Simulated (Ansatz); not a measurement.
**What SrLiBr3 (built on the sites of a database entry of BaLiF3) distorts into**

Aim: this structure of SrLiBr3 (built on the sites of a database entry of BaLiF3) is to be tested for unstable modes, and one is followed downhill.

Main program and level: Ansatz 0.2.0; DFT LDA, scalar-relativistic, plane waves, norm-conserving pseudopotentials.

The structure was built from a prototype and need not be the compound's stable phase.

**1. Set-up**

The structure is cubic, space group Pm-3m (No. 221). Conventional cell: a = 4.937 Å, b = 4.937 Å, c = 4.937 Å, α = 90.00°, β = 90.00°, γ = 90.00°. Nearest to Sr lie 12 Br at 3.49 Å. Nearest to Li lie 6 Br at 2.47 Å. Br has 2 Li at 2.47 Å and 4 Sr at 3.49 Å nearest. Farther neighbours and most contacts between anions are not listed.

**2. Phonons on a q mesh**

The cell comes from relaxations at this level that are not shown. Stability and thermal properties need the whole zone. Linear response on a 2×2×2 q mesh gives force constants as far as a supercell of that size would, and the tensors from the zone-centre run are typed in so that the long-range dipole term is interpolated apart.

Input file input.yaml:

```yaml
crystal:
  lattice:
    - [4.9372379283, 0.0, 0.0]
    - [0.0, 4.9372379283, 0.0]
    - [0.0, 0.0, 4.9372379283]
  atoms:
    - { symbol: Sr, position: [0.0, 0.0, 0.0] }
    - { symbol: Li, position: [0.5, 0.5, 0.5] }
    - { symbol: Br, position: [0.0, 0.5, 0.5] }
    - { symbol: Br, position: [0.5, 0.5, 0.0] }
    - { symbol: Br, position: [0.5, 0.0, 0.5] }
kpoints:
  mp_grid: { grid: [4, 4, 4] }
hamiltonian:
  xc: lda
  pseudopotentials: { kind: nc }
scf:
  occupations: { method: fixed }
output:
  eigenvalues: true
phonons:
  method: dfpt
  qmesh: [2, 2, 2]
  temperatures: { t_max: 1000, t_step: 50 }
  qpath:
    path:
      - [[0.0, 0.0, 0.0], [0.0, 0.5, 0.0], [0.5, 0.5, 0.0], [0.0, 0.0, 0.0], [0.5, 0.5, 0.5], [0.0, 0.5, 0.0]]
      - [[0.5, 0.5, 0.5], [0.5, 0.5, 0.0]]
    npoints: 10
  non_analytic_term:
    high_frequency_dielectric_tensor: [[4.1627, 0.0, 0.0], [0.0, 4.1627, 0.0], [0.0, 0.0, 4.1627]]
    born_effective_charges:
      - { species: Sr, tensor: [[2.9488, 0.0, 0.0], [0.0, 2.9488, 0.0], [0.0, 0.0, 2.9488]] }
      - { species: Li, tensor: [[1.13, 0.0, 0.0], [0.0, 1.13, 0.0], [0.0, 0.0, 1.13]] }
      - { species: Br, tensor: [[-1.2182, 0.0, 0.0], [0.0, -1.4303, 0.0], [0.0, 0.0, -1.4303]] }
      - { species: Br, tensor: [[-1.4303, 0.0, 0.0], [0.0, -1.4303, 0.0], [0.0, 0.0, -1.2182]] }
      - { species: Br, tensor: [[-1.4303, 0.0, 0.0], [0.0, -1.2182, 0.0], [0.0, 0.0, -1.4303]] }
    source: "zone-centre run at this cell"
```

Launch:

```sh
ansatz run input.yaml --threads 8 --pin off --max-ram 14336MiB --backend cpu --events-out ev --progress --plain --runs-dir out
```

What it wrote:

```text
Engine: ansatz 0.2.0, x86_64-unknown-linux-gnu
Pseudopotentials: kind: nc
Pseudopotential: Sr, nc, valence charge 10, recommended cutoff 925.187132 eV (normal), Sr.nc.azcp (PseudoDojo's, or run here from an input of PseudoDojo's: the run reads no file of this project's for it)
Pseudopotential: Li, nc, valence charge 3, recommended cutoff 1006.821291 eV (normal), Li.nc.azcp (PseudoDojo's, or run here from an input of PseudoDojo's: the run reads no file of this project's for it)
Pseudopotential: Br, nc, valence charge 7, recommended cutoff 598.650497 eV (normal), Br.nc.azcp (PseudoDojo's, or run here from an input of PseudoDojo's: the run reads no file of this project's for it)
Functional definition: SPW92
  exchange = slater_x
  correlation = pw_c
Crystal: 5 atoms, lattice volume = 120.352 Å³
Basis set: ecut = 1006.821291 eV, 8733 PW (Γ), exchange–correlation on 108×108×108 points (8 copies of the dense FFT grid, shifted against one another)
Bands: 22, of which v1, the nominal top of the filled ones, is band 17 counted from 1 (16 counted from 0)
Symmetry: 48 space group operations
k-points: 10 of 64
Non-local potential: Sr, projectors of the file, l = 0: 2, l = 1: 2, l = 2: 2
Non-local potential: Li, projectors of the file, l = 0: 2, l = 1: 2
Non-local potential: Br, projectors of the file, l = 0: 2, l = 1: 2, l = 2: 2
Initial density: superposition of atomic densities (chi_scale 0.1, normalization cell, long waves kept (reshape's long-wave potential 0.00 eV rms))
Initial wavefunctions: pseudopotential atomic-orbital guess
Functional: x = slater, c = lda
SCF iter   1: F=—  HF=-2424.343760 eV  |F-HF|=—  |Δ(HF+E_count)|=         —  Δρ=3.19e-2  dr2=2.03e0  ethr=3.10e-3  ⟨swp⟩=6.1  Hψ=1079  notcnv=0  defer=25
preconditioner: auto → Resta (q_TF=auto, 2.210 Å⁻¹)  ε∞=4.7  [insulator: Δε(μ)=1.912 eV  Ē_g=8.667 eV  n_scr=26 (ndim 8)  ℏωp=16.6 eV  f_vac=0.000  ε∞_Penn≈4.7]
SCF iter   2: F=—  HF=-2423.618799 eV  |F-HF|=—  |Δ(HF+E_count)|=   7.25e-1  Δρ=1.50e-2  dr2=4.96e-1  ethr=3.10e-3  ⟨swp⟩=3.9  Hψ=516  notcnv=0  defer=16
SCF iter   3: F=—  HF=-2423.379161 eV  |F-HF|=—  |Δ(HF+E_count)|=   2.40e-1  Δρ=3.52e-3  dr2=2.02e-2  ethr=1.46e-3  ⟨swp⟩=3.9  Hψ=463  notcnv=0  defer=25
SCF iter   4: F=—  HF=-2423.373768 eV  |F-HF|=—  |Δ(HF+E_count)|=   5.39e-3  Δρ=7.82e-4  dr2=7.68e-4  ethr=5.94e-5  ⟨swp⟩=3.4  Hψ=419  notcnv=0  defer=27
SCF iter   5: F=—  HF=-2423.373767 eV  |F-HF|=—  |Δ(HF+E_count)|=   1.25e-6  Δρ=1.18e-4  dr2=1.91e-5  ethr=2.26e-6  ⟨swp⟩=2.3  Hψ=413  notcnv=0  defer=28
SCF iter   6: F=—  HF=-2423.373766 eV  |F-HF|=—  |Δ(HF+E_count)|=   1.38e-7  Δρ=2.97e-5  dr2=8.36e-7  ethr=5.61e-8  ⟨swp⟩=2.5  Hψ=364  notcnv=0  defer=27
SCF iter   7: F=—  HF=-2423.373875 eV  |F-HF|=—  |Δ(HF+E_count)|=   1.08e-4  Δρ=7.54e-6  dr2=5.39e-8  ethr=2.46e-9  ⟨swp⟩=2.1  Hψ=383  notcnv=0  defer=25
SCF iter   8: F=—  HF=-2423.373875 eV  |F-HF|=—  |Δ(HF+E_count)|=   1.62e-8  Δρ=7.29e-7  dr2=8.22e-10  ethr=1.58e-10  ⟨swp⟩=2.7  Hψ=382  notcnv=0  defer=25
SCF iter   9: F=—  HF=-2423.373875 eV  |F-HF|=—  |Δ(HF+E_count)|=  1.41e-11  Δρ=1.04e-7  dr2=3.66e-11  ethr=2.42e-12  ⟨swp⟩=2.4  Hψ=382  notcnv=0  defer=25
SCF iter  10: F=-2423.373875 eV  HF=-2423.373875 eV  |F-HF|=1.36e-12  |Δ(HF+E_count)|=  9.09e-12  Δρ=3.41e-8  dr2=9.65e-13  ethr=1.00e-12  ⟨swp⟩=16.4  Hψ=1812  notcnv=0
SCF 1 converged in 10 iterations: F = -2423.373875 eV  dr2 = 9.65e-13
NSCF: frozen V_eff on 10 k-points
NSCF: frozen V_eff on 27 k-points
DFPT response loops at q = (0, 0, 0) (fractional): preconditioner auto → none (the input reference at scf.mixing.eps_inf says where Resta's filter doesn't serve); β = 0.50; Broyden in place of MSR1
NSCF: frozen V_eff on 54 k-points
DFPT response loops at q = (0, 0, -0.5) (fractional): preconditioner auto → Resta (q_TF=auto, 2.210 Å⁻¹)  ε∞=4.7 (no band partly filled); β = 1.00, the filter's whole step (`scf.mixing.beta` (0.50) is not read by the response loops at its default; to damp them type it under 1.00, their step now; it binds the ground state too); Broyden in place of MSR1
NSCF: frozen V_eff on 54 k-points
DFPT response loops at q = (0, -0.5, -0.5) (fractional): mixed as the last ones told, above
NSCF: frozen V_eff on 54 k-points
DFPT response loops at q = (-0.5, -0.5, -0.5) (fractional): mixed as the last ones told, above
SCF converged after 10 iterations
Free energy (F): -2423.373875 eV
Harris-Foulkes:  -2423.373875 eV  (|F-HF|=1.36e-12)
Internal energy: -2423.373875 eV  (E = F + TS)
E sigma→0 (E₀):  -2423.373875 eV
Fermi energy:    4.958752 eV
--- Per-component energies (eV) ---
  E_band       = -204.050510
  E_kinetic    = 749.889122
  E_local      = -1230.295958  (includes V_loc(G=0)·N_el)
  E_nonlocal   = 207.380848
  E_hartree    = 299.099833
  E_xc         = -695.919431
  E_vxc        = -529.224171  (∫ρ·V_xc dr)
  E_ewald      = -1753.528289
  E_smearing   = -0.000000  (= −TS)
  E_closure    = 0.000000  (closes the sum)
  Σ components = -2423.373875   (vs F -2423.373875, Δ=0.00e0)
--- Band table (eV; the first three rows and the last of 10) ---
  k-point 0: bands = [... 13 lower, 3.7603, 4.6848, 4.6848, 4.6848, 7.6421, 8.3017, 8.3017, 9.2727, ... 1 higher]
  k-point 1: bands = [... 13 lower, 3.4849, 3.9047, 4.4547, 4.4547, 8.6905, 8.8423, 9.2228, 9.4316, ... 1 higher]
  k-point 2: bands = [... 13 lower, 3.1598, 3.1598, 4.2688, 4.2688, 9.5314, 9.6239, 10.2341, 10.2524, ... 1 higher]
  k-point 9: bands = [... 13 lower, 4.7518, 4.9588, 4.9588, 4.9588, 8.3306, 9.4614, 9.4614, 9.4614, ... 1 higher]
--- Phonons (Γ-DFPT): 4 representative perturbations + reference (Σ response iterations 12) ---
  ASR residual: 7.859e-5 → 0.000e0 eV/Å²; symmetrization residual: 1.593e-7 eV/Å²
  ASR residual per site (eV/Å²): 7.86e-5 1.46e-5 6.40e-6 6.40e-6 6.40e-6
  Γ frequencies (cm⁻¹): -58.40 -58.40 -58.40 0.00 0.00 0.00 29.72 29.72 29.72 121.02 121.02 121.02 346.62 346.62 346.62
--- Phonons (arbitrary-q DFPT): 4 irreducible q on the 2×2×2 mesh ---
  q = [0.0000, 0.0000, 0.0000] (star 1, of the zone-centre solve; hermiticity 4.93e-8, symmetrization 7.18e-15): -58.40 -58.40 -58.40 0.00 0.00 0.00 29.72 29.72 29.72 121.02 121.02 121.02 346.62 346.62 346.62
  q = [0.0000, 0.0000, -0.5000] (star 3, 9 solved perturbations in 216 linear systems a pass and spin channel, the states on 27 of 64 k-point pairs; hermiticity 1.65e-7, symmetrization 1.56e-13, the responses' own estimated error 2.4e-5 eV/Å²): -47.98 -47.98 18.61 18.61 50.81 65.17 65.17 94.28 95.56 117.28 117.28 160.73 348.54 348.54 365.97
  q = [0.0000, -0.5000, -0.5000] (star 3, 9 solved perturbations in 216 linear systems a pass and spin channel, the states on 27 of 64 k-point pairs; hermiticity 1.22e-7, symmetrization 9.89e-14, the responses' own estimated error 2.8e-5 eV/Å²): -82.03 -39.05 -39.05 -34.63 63.75 63.75 84.72 84.72 113.09 116.20 131.51 173.97 350.66 372.27 372.27
  q = [-0.5000, -0.5000, -0.5000] (star 1, 4 solved perturbations in 81 linear systems a pass and spin channel, the states on 27 of 64 k-point pairs; hermiticity 5.24e-8, symmetrization 4.03e-13, the responses' own estimated error 2.8e-5 eV/Å²): -84.89 -84.89 -84.89 -46.19 -46.19 -46.19 111.46 111.46 111.46 129.48 129.48 187.75 380.04 380.04 380.04
  sum rule: each row above includes the acoustic sum rule's correction from the zone centre's row sums; it moved no ω² by more than (0.76 cm⁻¹)²
  mesh force constants: q→R imaginary residual 5.92e-18; ASR residual 7.859e-5 → 0.000e0 eV/Å²; symmetrization residual 7.994e-15 eV/Å²
  interpolated dispersion: 63 rows × 15 modes
  density of states and harmonic sums: on the 14×14×14 q-mesh, interpolated from the force constants of a 2×2×2 supercell (with the dipole–dipole term of supplied tensors)
  largest difference from the sums on the solved wave vectors: F 1.10e-2 eV, S 1.26e-5 and C_V 9.17e-7 eV/K
  zero-point energy: 0.114681 eV/cell   skipped modes (ω ≤ 0): 451, of them read as no rigid motion or as one in doubt: 448 (3.750e0 modes/cell left out, lowest -84.89 cm⁻¹)   left out of the sums: 2.50e-1 of the cell's modes: C_V's classical limit lies that fraction below 3 k_B per atom; for a crystal, a wire or a layer, F and S can be off by more, and a phonons.interpolated_qmesh denser along its periods is the remedy for the sampling
```

The job ended after 52 s (8 threads of Intel Xeon Platinum 8488C (Sapphire Rapids), shared host; peak memory 1.4 GiB; 6.2 min of CPU time).

A gap read on the k-mesh alone can miss the band edges.

This step gave:

```yaml
gap_on_the_k_mesh: 2.683 eV
volume_per_atom: 24.07 Å³
sum_rule_residual_before_enforcement: 7.86e-5 eV/Å²
lowest_frequency_on_the_path: -84.89 cm⁻¹
point_group: m-3m
highest_frequency_on_the_path_or_at_a_solved_wavevector: 380.0 cm⁻¹
highest_optical_mode_at_the_zone_centre_no_lo_to_term: 346.6 cm⁻¹
lowest_optical_zone_centre_mode: -58.4 cm⁻¹
lowest_mode_on_the_q_mesh_acoustic_modes_at_gamma_apart: -84.89 cm⁻¹
```

Frequencies (cm⁻¹) solved at each irreducible wavevector; negative means imaginary. Frequencies by wavevector, by row:

| q in reciprocal lattice units | star | mode 1 | mode 2 | mode 3 | mode 4 | mode 13 | mode 14 | mode 15 |
| --- | --- | --- | --- | --- | --- | --- | --- | --- |
| 0 0 0 | 1 | -58.4 | -58.4 | -58.4 | 0 | 346.6 | 346.6 | 346.6 |
| 0 0 -0.5 | 3 | -48 | -48 | 18.6 | 18.6 | 348.5 | 348.5 | 366 |
| 0 -0.5 -0.5 | 3 | -82 | -39 | -39 | -34.6 | 350.7 | 372.3 | 372.3 |
| -0.5 -0.5 -0.5 | 1 | -84.9 | -84.9 | -84.9 | -46.2 | 380 | 380 | 380 |

Interpolated from a 2×2×2 q mesh, with the LO-TO term (at Γ the limit along the path; where Γ stands inside the path, tables give the limit on arrival). The phonon branches at the labelled points (cm⁻¹):

```csv
point,branch 1,branch 2,branch 3,branch 4,branch 12,branch 13,branch 14,branch 15
Γ,-58,-58,0,0,133,347,347,376
halfway,-54,-54,18,18,141,348,348,371
X,-48,-48,19,19,161,348,348,366
halfway,-62,-42,-37,22,163,350,361,369
M,-82,-39,-39,-35,174,351,372,372
halfway,-52,-48,-27,28,149,349,354,371
Γ,-58,-58,0,0,133,347,347,376
halfway,-51,-51,-46,-21,157,357,357,371
R,-85,-85,-85,-46,188,380,380,380
halfway,-63,-61,-44,-42,169,361,366,372
X,-48,-48,19,19,161,348,348,366
jump to R,-85,-85,-85,-46,188,380,380,380
halfway,-84,-62,-62,-41,179,365,376,376
M,-82,-39,-39,-35,174,351,372,372
```

Symmetry leaves 4 wavevectors to solve. The lowest mode among them, the acoustic zeros apart, lies at q = (-0.5, -0.5, -0.5) and is imaginary, 84.9i cm⁻¹, so the energy falls along it.

**3. The mode frozen in, largest atomic shift 0 Å**

The mode followed lies at q = (-0.5, -0.5, -0.5) with frequency 84.9i cm⁻¹ and is 3-fold degenerate, the softest among the wavevectors solved. At small amplitude the distorted cell has space group no. 140 by a symmetry search on the positions. The undistorted cell that holds it gives the zero of energy on the same k mesh.

System of this step: SrLiBr3 (built on the sites of a database entry of BaLiF3). The structure is cubic, space group Pm-3m (No. 221). The conventional cell has a = 4.937 Å, b = 4.937 Å, c = 4.937 Å, α = 90.00°, β = 90.00°, γ = 90.00°. Nearest to Sr lie 12 Br at 3.49 Å. Nearest to Li lie 6 Br at 2.47 Å. Nearest to Br lie 2 Li at 2.47 Å and 4 Sr at 3.49 Å. Farther neighbours and most contacts between anions are not listed.

Input file input.yaml:

```yaml
crystal:
  lattice:
    - [4.9372379283, 4.9372379283, 0.0]
    - [4.9372379283, 0.0, 4.9372379283]
    - [4.9372379283, 0.0, -4.9372379283]
  atoms:
    - { symbol: Sr, position: [0.0, 0.0, 0.0] }
    - { symbol: Sr, position: [0.0, 0.5, 0.5] }
    - { symbol: Li, position: [0.5, 0.25, 0.75] }
    - { symbol: Li, position: [0.5, 0.75, 0.25] }
    - { symbol: Br, position: [0.5, 0.0, 0.5] }
    - { symbol: Br, position: [0.5, 0.5, 0.0] }
    - { symbol: Br, position: [0.5, 0.0, 0.0] }
    - { symbol: Br, position: [0.5, 0.5, 0.5] }
    - { symbol: Br, position: [0.0, 0.5, 0.0] }
    - { symbol: Br, position: [0.0, 0.0, 0.5] }
kpoints:
  mp_grid: { grid: [4, 4, 4] }
hamiltonian:
  xc: lda
  pseudopotentials: { kind: nc }
scf:
  occupations: { method: gaussian, width: 0.02 }
output:
  forces: true
  stress: true
  eigenvalues: true
```

What it wrote:

```text
[...]
Crystal: 10 atoms, lattice volume = 240.703 Å³
Basis set: ecut = 1006.821291 eV, 17477 PW (Γ)
Bands: 44, of which v1, the nominal top of the filled ones, is band 34 counted from 1 (33 counted from 0)
Symmetry: 96 space group operations
[...]
k-points: 8 of 64
[...]
k-point 0: bands = [... 30 lower, 4.7516, 4.9587, 4.9587, 4.9587, 7.6421, 8.3017, 8.3018, 8.3306, ... 4 higher]
  k-point 1: bands = [... 30 lower, 4.6366, 4.7484, 4.7833, 4.7833, 8.4097, 8.7745, 8.7745, 8.8556, ... 4 higher]
  k-point 2: bands = [... 30 lower, 4.6574, 4.6574, 4.6574, 4.6574, 9.0979, 9.0979, 9.4974, 9.4974, ... 4 higher]
  k-point 7: bands = [... 30 lower, 4.2955, 4.2955, 4.4088, 4.4088, 10.0367, 10.0367, 10.1802, 10.1802, ... 4 higher]
[key lines of the parts left out:]
SCF converged after 7 iterations
Free energy (F): -4846.748227 eV
Fermi energy:    6.300470 eV
P = ⅓ Tr σ = -0.0013 GPa (-0.013 kbar)
```

Run time: 1.9 s. Hardware: 8 threads; peak memory 1.7 GiB; 13 s of CPU time.

Numbers from this step:

- pressure: -0.001265 GPa
- energy from the undistorted cell: 0 meV/atom

At this level the gap is 2.68 eV on the k-mesh of the self-consistent run, which can miss the band edges.

**4. The mode frozen in, largest atomic shift 0.6 Å**

The atoms are moved along the unstable eigenvector, the largest shift by 0.6 Å, with the cell fixed.

input.yaml, the sections that differ from step 3:

```yaml
crystal:
  lattice:
    - [4.9372379283, 4.9372379283, 0.0]
    - [4.9372379283, 0.0, 4.9372379283]
    - [4.9372379283, 0.0, -4.9372379283]
  atoms:
    - { symbol: Sr, position: [0.0, 0.0, 0.0] }
    - { symbol: Sr, position: [0.0, 0.5, 0.5] }
    - { symbol: Li, position: [0.5, 0.25, 0.75] }
    - { symbol: Li, position: [0.5, 0.75, 0.25] }
    - { symbol: Br, position: [0.5, -0.0607627188, 0.5607627188] }
    - { symbol: Br, position: [0.5, 0.5607627188, -0.0607627188] }
    - { symbol: Br, position: [0.5, 0.0607627188, 0.0607627188] }
    - { symbol: Br, position: [0.5, 0.4392372812, 0.4392372812] }
    - { symbol: Br, position: [0.0, 0.5, 0.0] }
    - { symbol: Br, position: [0.0, 0.0, 0.5] }
# kpoints, hamiltonian, scf, output: as in step 3
```

What it wrote:

```text
[...]
Crystal: 10 atoms, lattice volume = 240.703 Å³
Basis set: ecut = 1006.821291 eV, 17477 PW (Γ)
Bands: 44, of which v1, the nominal top of the filled ones, is band 34 counted from 1 (33 counted from 0)
Symmetry: 16 space group operations
[...]
k-points: 13 of 64
[...]
k-point 0: bands = [... 30 lower, 4.4300, 4.5532, 4.5538, 4.5538, 7.8819, 8.4501, 9.3529, 9.5121, ... 5 higher]
  k-point 1: bands = [... 30 lower, 4.3220, 4.3619, 4.4221, 4.4891, 8.5733, 8.7108, 9.5646, 9.6939, ... 5 higher]
  k-point 2: bands = [... 30 lower, 4.3258, 4.3258, 4.3551, 4.3551, 9.2218, 9.2218, 9.7119, 9.7119, ... 5 higher]
  k-point 12: bands = [... 30 lower, 4.1769, 4.2738, 4.3380, 4.3380, 9.2951, 9.4795, 9.6149, 9.6518, ... 5 higher]
[key lines of the parts left out:]
SCF converged after 7 iterations
Free energy (F): -4847.584219 eV
Fermi energy:    6.217879 eV
P = ⅓ Tr σ = 0.5417 GPa (5.417 kbar)
```

Run time: 3.2 s. Hardware: 8 threads; peak memory 2 GiB.

This step gave:

- pressure: 0.5417 GPa
- gap on the k-mesh: 3.328 eV
- energy from the undistorted cell: -83.60 meV/atom

The energy, extrapolated to zero smearing, is -83.60 meV/atom against the undistorted cell.

The run ends at a pressure of 0.54 GPa, with forces up to 0.25 eV/Å.

**5. Energy along the mode, all amplitudes (two of the runs are shown above)**

An imaginary frequency means negative curvature, so the energy should fall and then rise again as anharmonic terms take over.

This step gave:

| Property | Result |
| --- | --- |
| depth at the lowest point sampled | 83.60 meV/atom |
| largest atomic shift at that point | 0.6 Å |

Table of energy from the parent by largest atomic shift:

```csv
largest atomic shift (Å),energy from the parent (meV/atom)
0.000,0
0.040,-0.675
0.080,-2.68
0.140,-8.02
0.220,-18.8
0.320,-36.5
0.450,-61.3
0.600,-83.6
```

Displacement at unit largest shift by atom:

```csv
atom,x (Å),y (Å),z (Å),size
Sr1,0.00,0.00,0.00,0.00
Sr2,0.00,0.00,0.00,0.00
Li3,0.00,0.00,0.00,0.00
Li4,0.00,0.00,0.00,0.00
Br5,0.00,0.00,-1.00,1.00
Br6,0.00,0.00,1.00,1.00
Br7,1.00,0.00,0.00,1.00
Br8,-1.00,0.00,0.00,1.00
Br9,0.00,0.00,0.00,0.00
Br10,0.00,0.00,0.00,0.00
```

The lowest of the steps tried is the last one, at 0.6 Å, 83.6 meV/atom below the parent; the bottom of the well need not coincide with a step.

[end of part 1 of 2]

[Logs are printed without paths, hosts, clocks, repeated set-up lines and the standing remarks that a program may print on its own settings, such as how far it seeks lower states.]

[Hosts, paths, dates, database ids (printed as entryN), source tags and the programs' standing remarks are cut or masked in the printed files.]
